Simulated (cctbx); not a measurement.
# Diagnosing a refinement

Cell a = 12.7790 Å, b = 7.3180 Å, c = 9.2750 Å, α = 90.00°, β = 90.00°, γ = 90.00°; space group Cmcm (no. 63).

The data are simulated with cctbx, not measured: Mo Kα, λ = 0.71073 Å, to d = 0.65 Å, 50 % of the full sphere, strongest reflection 40000 counts, noise from counting, a 2 % proportional error and a noise floor of 4 counts (s.d.); no absorption.

An anisotropic refinement with weights 1/σ² prints:

```text
Rint 0.022, 891 unique reflections to 0.65 A
cycle     R1     wR2    GooF  max shift (A)
   1  0.0680  0.1591   6.636   0.00544
   2  0.0122  0.0302   1.262   0.00006
final R1 0.0122 wR2 0.0302 GooF 1.262  parameters 40  data/parameter 22.3
atom        x        y        z      Ueq    occ   su(xyz)  su(Uiso or U11)
Bi1    0.65878  0.32900  0.75000   0.0112  1.000  0.00002  0.0001
Co1    0.00000  0.00000  0.00000   0.0150  1.000  0.00000  0.0003
Co2    0.83238  0.50000  0.00000   0.0104  1.000  0.00004  0.0002
Al1    0.89283  0.43716  0.75000   0.0364  1.000  0.00029  0.0010
Al2    0.00000  0.87573  0.25000   0.0202  1.000  0.00027  0.0008
S1     0.00000  0.33159  0.45135   0.0416  1.000  0.00025  0.0009
Al3    0.66752  0.33189  0.06652   0.0209  1.000  0.00014  0.0005
difference map: max 0.86 min -1.37 rms 0.21
Q1    0.0000  0.5036  0.2500    4    0.87  1.44 A from Al1
Q2    0.1824  0.4861  0.1798   16    0.70  1.29 A from Al1
Q3    0.0901  0.0723  0.5337   16    0.67  1.25 A from Al3
Q4    0.0536  0.1269  0.7500    8    0.65  0.69 A from Al2
Q5    0.1858  0.1274  0.6214   16    0.61  0.63 A from Al3
Q6    0.0674  0.0815  0.6587   16    0.61  1.25 A from Al2
```

Q: Accept it or mend it, and why?

Mend it. The fault: wrong element: S1 is Al. Against the right model at the same level, R1 goes from 0.0098 to 0.0122 and GooF from 0.91 to 1.26 and U of S1 swells from 0.0303 to 0.0416 Å². S1 has 3 electrons too many and its U swells to shed them, as expected. The signs are weak, and the output alone doesn't single this fault out.

The compound is Al9Co3Bi2. The right model at the same level gives:

```text
Rint 0.022, 891 unique reflections to 0.65 A
cycle     R1     wR2    GooF  max shift (A)
   1  0.0629  0.1518   6.333   0.00541
   2  0.0098  0.0219   0.914   0.00009
final R1 0.0098 wR2 0.0219 GooF 0.914  parameters 40  data/parameter 22.3
atom        x        y        z      Ueq    occ   su(xyz)  su(Uiso or U11)
Bi1    0.65879  0.32901  0.75000   0.0112  1.000  0.00001  0.0000
Co1    0.00000  0.00000  0.00000   0.0150  1.000  0.00000  0.0002
Co2    0.83239  0.50000  0.00000   0.0104  1.000  0.00003  0.0001
Al1    0.89282  0.43691  0.75000   0.0364  1.000  0.00021  0.0007
Al2    0.00000  0.87573  0.25000   0.0202  1.000  0.00020  0.0006
Al3    0.00000  0.33156  0.45137   0.0303  1.000  0.00018  0.0006
Al4    0.66738  0.33190  0.06652   0.0210  1.000  0.00010  0.0003
difference map: max 0.80 min -0.64 rms 0.17
Q1    0.0000  0.5039  0.2500    4    0.80  1.44 A from Al1
Q2    0.0553  0.1271  0.7500    8    0.69  0.71 A from Al2
Q3    0.1829  0.4849  0.1778   16    0.68  1.31 A from Al1
Q4    0.0696  0.0804  0.6569   16    0.61  1.28 A from Al2
Q5    0.0900  0.0711  0.5340   16    0.61  1.25 A from Al4
Q6    0.2375  0.1474  0.7500    8    0.60  1.88 A from Bi1
```

This is a model crystal, built by substitution and not relaxed, with assumed displacement parameters.

[Middle refinement cycles are left out of these outputs.]

[Logs are printed without paths, hosts, clocks, repeated set-up lines and the standing remarks that a program may print on its own settings, such as how far it seeks lower states.]
